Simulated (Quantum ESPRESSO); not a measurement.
## Magnetic state of Mn2Ga2S5 from several starts

A self-consistent run ends on one state, which hangs on the start. Several orders of Mn2Ga2S5 are started in Quantum ESPRESSO and their energies compared.

Calculated with Quantum ESPRESSO 7.5; LDA; plane waves with GBRV 1.5 LDA potentials, no spin-orbit coupling.

## 1. The structure

Symmetry: P-3m1, No. 164, trigonal system. The conventional cell has a = 3.728 Å, b = 3.728 Å, c = 15.333 Å, α = 90.00°, β = 90.00°, γ = 120.00°. Nearest to Mn lie 6 S at 2.52 to 2.63 Å. Ga has 4 S at 2.23 to 2.38 Å nearest. S has 6 Mn at 2.63 Å nearest. Nearest to S lie 1 Ga at 2.23 Å and 3 Mn at 2.52 Å. Nearest to S lie 3 Ga at 2.38 Å. Farther neighbours and most contacts between anions are not listed.

The cell comes from Materials Project 2023-11-01, a database of computed structures, and need not be the stable phase.

## 2. Run 1 (ferro ++)

The signs are those of the starting moments on the seeded atoms, the atoms that are given a moment.

The input, pw.in:

```
&CONTROL
  calculation = 'scf'
  prefix = 'pwscf'
  outdir = './tmp'
  pseudo_dir = './pseudo'
  disk_io = 'nowf'
/
&SYSTEM
  ibrav = 0
  nat = 9
  ntyp = 3
  ecutwfc = 40
  ecutrho = 280
  nbnd = 67
  occupations = 'smearing'
  smearing = 'fd'
  degauss = 0.00367493
  nspin = 2
  starting_magnetization(1) = 0.3
  starting_magnetization(2) = 0
  starting_magnetization(3) = 0
/
&ELECTRONS
  conv_thr = 1.8d-08
  electron_maxstep = 150
  mixing_beta = 0.3
/
ATOMIC_SPECIES
Mn     54.9380 mn_lda_v1.5.uspp.F.UPF
Ga     69.7230 ga_lda_v1.4.uspp.F.UPF
S      32.0600 s_lda_v1.4.uspp.F.UPF
CELL_PARAMETERS angstrom
   3.7279544901    0.0000000000    0.0000000000
  -1.8639772451    3.2285032926    0.0000000000
   0.0000000000    0.0000000000   15.3334560000
ATOMIC_POSITIONS crystal
Mn      0.3333333300    0.6666666700    0.4018990000
Mn      0.6666666700    0.3333333300    0.5981010000
Ga      0.3333333300    0.6666666700    0.8286040000
Ga      0.6666666700    0.3333333300    0.1713960000
S       0.0000000000    0.0000000000    0.5000000000
S       0.3333333300    0.6666666700    0.6831100000
S       0.6666666700    0.3333333300    0.3168900000
S       0.3333333300    0.6666666700    0.1058920000
S       0.6666666700    0.3333333300    0.8941080000
K_POINTS automatic
6 6 2 0 0 0
```

Command:

```console
$ OMP_NUM_THREADS=1 mpirun -n 4 pw.x -nk 4 -in pw.in > pw.out
```

The log of the run:

```text
Program PWSCF v.7.5 starts

     Message from routine setup:
     using ibrav=0 with symmetry is DISCOURAGED, use correct ibrav instead

     K-points division:     npool     =       4
     Subspace diagonalization in iterative solution of the eigenvalue problem:

     G-vector sticks info
     --------------------
     sticks:   dense  smooth     PW     G-vecs:    dense   smooth      PW
     Sum         955     547    163                98717    42543    6993

     Using Slab Decomposition

     bravais-lattice index     =            0
     lattice parameter (alat)  =       7.0448  a.u.
     unit-cell volume          =    1245.3989 (a.u.)^3
     number of atoms/cell      =            9
     number of atomic types    =            3
     number of electrons       =        98.00
     number of Kohn-Sham states=           67
     kinetic-energy cutoff     =      40.0000  Ry
     charge density cutoff     =     280.0000  Ry
     scf convergence threshold =      1.8E-08
     mixing beta               =       0.3000
     number of iterations used =            8  plain     mixing
     Exchange-correlation=  SLA  PZ   NOGX NOGC
                           (   1   1   0   0   0   0   0)

     celldm(1)=   7.044813  celldm(2)=   0.000000  celldm(3)=   0.000000
     celldm(4)=   0.000000  celldm(5)=   0.000000  celldm(6)=   0.000000

     crystal axes: (cart. coord. in units of alat)
               a(1) = (   1.000000   0.000000   0.000000 )
               a(2) = (  -0.500000   0.866025   0.000000 )
               a(3) = (   0.000000   0.000000   4.113102 )

     reciprocal axes: (cart. coord. in units 2 pi/alat)
               b(1) = (  1.000000  0.577350 -0.000000 )
               b(2) = (  0.000000  1.154701  0.000000 )
               b(3) = (  0.000000 -0.000000  0.243126 )

     PseudoPot. # 1 for Mn read from file:
     mn_lda_v1.5.uspp.F.UPF
     Pseudo is Ultrasoft + core correction, Zval = 15.0
     Generated by new atomic code, or converted to UPF format
     Using radial grid of  859 points,  6 beta functions with:
                l(1) =   0
                l(2) =   0
                l(3) =   1
                l(4) =   1
                l(5) =   2
                l(6) =   2
     Q(r) pseudized with  8 coefficients,  rinner =    0.950   0.950   0.950
                                                       0.950   0.950

     PseudoPot. # 2 for Ga read from file:
     ga_lda_v1.4.uspp.F.UPF
     Pseudo is Ultrasoft + core correction, Zval = 19.0
     Generated by new atomic code, or converted to UPF format
     Using radial grid of  871 points,  6 beta functions with:
                l(1) =   0
                l(2) =   0
                l(3) =   1
                l(4) =   1
                l(5) =   2
                l(6) =   2
     Q(r) pseudized with  8 coefficients,  rinner =    1.250   1.250   1.250
                                                       1.250   1.250

     PseudoPot. # 3 for S  read from file:
     s_lda_v1.4.uspp.F.UPF
     Pseudo is Ultrasoft + core correction, Zval =  6.0
     Generated by new atomic code, or converted to UPF format
     Using radial grid of  907 points,  6 beta functions with:
                l(1) =   0
                l(2) =   0
                l(3) =   1
                l(4) =   1
                l(5) =   2
                l(6) =   2
     Q(r) pseudized with  8 coefficients,  rinner =    1.300   1.300   1.300
                                                       1.300   1.300

     atomic species   valence    mass     pseudopotential
     Mn               15.00    54.93800     Mn( 1.00)
     Ga               19.00    69.72300     Ga( 1.00)
     S                 6.00    32.06000     S ( 1.00)

     Starting magnetic structure
     atomic species   magnetization
     Mn              0.300
     Ga              0.000
     S               0.000

     12 Sym. Ops., with inversion, found

   Cartesian axes

     site n.     atom                  positions (alat units)
         1        Mn     tau(   1) = (  -0.0000000   0.5773503   1.6530515  )
         2        Mn     tau(   2) = (   0.5000000   0.2886751   2.4600502  )
         3        Ga     tau(   3) = (  -0.0000000   0.5773503   3.4081325  )
         4        Ga     tau(   4) = (   0.5000000   0.2886751   0.7049692  )
         5        S      tau(   5) = (   0.0000000   0.0000000   2.0565509  )
         6        S      tau(   6) = (  -0.0000000   0.5773503   2.8097009  )
         7        S      tau(   7) = (   0.5000000   0.2886751   1.3034008  )
         8        S      tau(   8) = (  -0.0000000   0.5773503   0.4355446  )
         9        S      tau(   9) = (   0.5000000   0.2886751   3.6775571  )

     number of k points=    14  Fermi-Dirac smearing, width (Ry)=  0.0037
                       cart. coord. in units 2pi/alat
        k(    1) = (   0.0000000   0.0000000   0.0000000), wk =   0.0138889
        k(    2) = (   0.0000000   0.0000000  -0.1215628), wk =   0.0138889
        k(    3) = (   0.0000000   0.1924501   0.0000000), wk =   0.0833333
        k(    4) = (   0.0000000   0.1924501  -0.1215628), wk =   0.0833333
        k(    5) = (   0.0000000   0.3849002   0.0000000), wk =   0.0833333
        [... 9 further k-points ...]

     Dense  grid:    98717 G-vectors     FFT dimensions: (  40,  40, 160)

     Smooth grid:    42543 G-vectors     FFT dimensions: (  30,  30, 120)

     Check: negative core charge=   -0.000018
     Generating pointlists ...
     new r_m :   0.2784 (alat units)  1.9615 (a.u.) for type    1
     new r_m :   0.2469 (alat units)  1.7390 (a.u.) for type    2
     new r_m :   0.2469 (alat units)  1.7390 (a.u.) for type    3

     Initial potential from superposition of free atoms

     starting charge      94.9997, renormalised to      98.0000
     Starting wfcs are   70 randomized atomic wfcs

     Self-consistent Calculation

     iteration #  1     ecut=    40.00 Ry     beta= 0.30
     Davidson diagonalization with overlap
     ethr =  1.00E-02,  avg # of iterations =  8.4

     total energy              =   -1324.96155943 Ry
     estimated scf accuracy    <     105.88001650 Ry

     total magnetization       =     0.88 Bohr mag/cell
     absolute magnetization    =     1.28 Bohr mag/cell

     iteration #  2     ecut=    40.00 Ry     beta= 0.30
     Davidson diagonalization with overlap
     ethr =  1.00E-02,  avg # of iterations =  9.0

     total energy              =   -1324.30327607 Ry
     estimated scf accuracy    <    2007.36593506 Ry

     total magnetization       =     1.41 Bohr mag/cell
     absolute magnetization    =     1.44 Bohr mag/cell

     iteration #  3     ecut=    40.00 Ry     beta= 0.30
     Davidson diagonalization with overlap
     ethr =  1.00E-02,  avg # of iterations =  7.2

     total energy              =   -1369.04600458 Ry
     estimated scf accuracy    <     166.90073031 Ry

     total magnetization       =     0.09 Bohr mag/cell
     absolute magnetization    =     0.62 Bohr mag/cell

     [... further iterations left out ...]

     iteration # 14     ecut=    40.00 Ry     beta= 0.30
     Davidson diagonalization with overlap
     ethr =  9.70E-09,  avg # of iterations =  2.2

     total energy              =   -1373.08681853 Ry
     estimated scf accuracy    <       0.00000146 Ry

     total magnetization       =     9.19 Bohr mag/cell
     absolute magnetization    =     9.20 Bohr mag/cell

     iteration # 15     ecut=    40.00 Ry     beta= 0.30
     Davidson diagonalization with overlap
     ethr =  1.49E-09,  avg # of iterations =  3.9

     total energy              =   -1373.08681884 Ry
     estimated scf accuracy    <       0.00000032 Ry

     total magnetization       =     9.19 Bohr mag/cell
     absolute magnetization    =     9.19 Bohr mag/cell

     iteration # 16     ecut=    40.00 Ry     beta= 0.30
     Davidson diagonalization with overlap
     ethr =  3.24E-10,  avg # of iterations =  3.8

     total energy              =   -1373.08681894 Ry
     estimated scf accuracy    <       0.00000005 Ry

     total magnetization       =     9.19 Bohr mag/cell
     absolute magnetization    =     9.19 Bohr mag/cell

     iteration # 17     ecut=    40.00 Ry     beta= 0.30
     Davidson diagonalization with overlap
     ethr =  4.62E-11,  avg # of iterations =  4.0

     Magnetic moment per site  (integrated on atomic sphere of radius R)
     atom   1 (R=0.278)  charge= 13.0941  magn=  3.9846
     atom   2 (R=0.278)  charge= 13.0941  magn=  3.9846
     atom   3 (R=0.247)  charge= 16.5877  magn=  0.0138
     atom   4 (R=0.247)  charge= 16.5877  magn=  0.0138
     atom   5 (R=0.247)  charge=  3.5681  magn=  0.0856
     atom   6 (R=0.247)  charge=  3.6039  magn=  0.0670
     atom   7 (R=0.247)  charge=  3.6039  magn=  0.0670
     atom   8 (R=0.247)  charge=  3.5628  magn=  0.0227
     atom   9 (R=0.247)  charge=  3.5628  magn=  0.0227

     End of self-consistent calculation

     [... lines left out ...]
     the Fermi energy is     7.9699 ev

!    total energy              =   -1373.08681896 Ry
     estimated scf accuracy    <          4.9E-09 Ry
     smearing contrib. (-TS)   =      -0.00160982 Ry
     internal energy E=F+TS    =   -1373.08520914 Ry

     The total energy is F=E-TS. E is the sum of the following terms:
     one-electron contribution =   -1195.67344107 Ry
     hartree contribution      =     628.57759879 Ry
     xc contribution           =    -190.09585044 Ry
     ewald contribution        =    -615.89351642 Ry

     total magnetization       =     9.19 Bohr mag/cell
     absolute magnetization    =     9.19 Bohr mag/cell

     convergence has been achieved in  17 iterations

=------------------------------------------------------------------------------=
   JOB DONE.
=------------------------------------------------------------------------------=
```

It took 1.7 min on 4 MPI ranks of Arm Neoverse V2, shared host; peak memory 0.93 GiB.

Spin moment in the atom's sphere by atom:

```tsv
atom	spin moment in the atom's sphere (μB)
Mn1	3.98
Mn2	3.98
Ga3	0.01
Ga4	0.01
S5	0.09
S6	0.07
S7	0.07
S8	0.02
S9	0.02
```

This step gave:

```
smearing term TS       : 0.02190 eV
magnetization          : 9.192 μB
absolute magnetization : 9.194 μB
final state            : ferromagnetic
```

(Continued in part 2 of 2.)

[Logs and program files are shortened in this print: banners, set-up blocks, solver, clock and traceback lines can be left out without a mark of their own.]

[Logs are printed without paths, hosts, clocks, repeated set-up lines and the standing remarks that a program may print on its own settings, such as how far it seeks lower states.]

[Hosts, paths, dates, database ids (printed as entryN), source tags and the programs' standing remarks are cut or masked in the printed files.]

[Where a cell is said to come from a database of computed structures, the database is the Materials Project.]
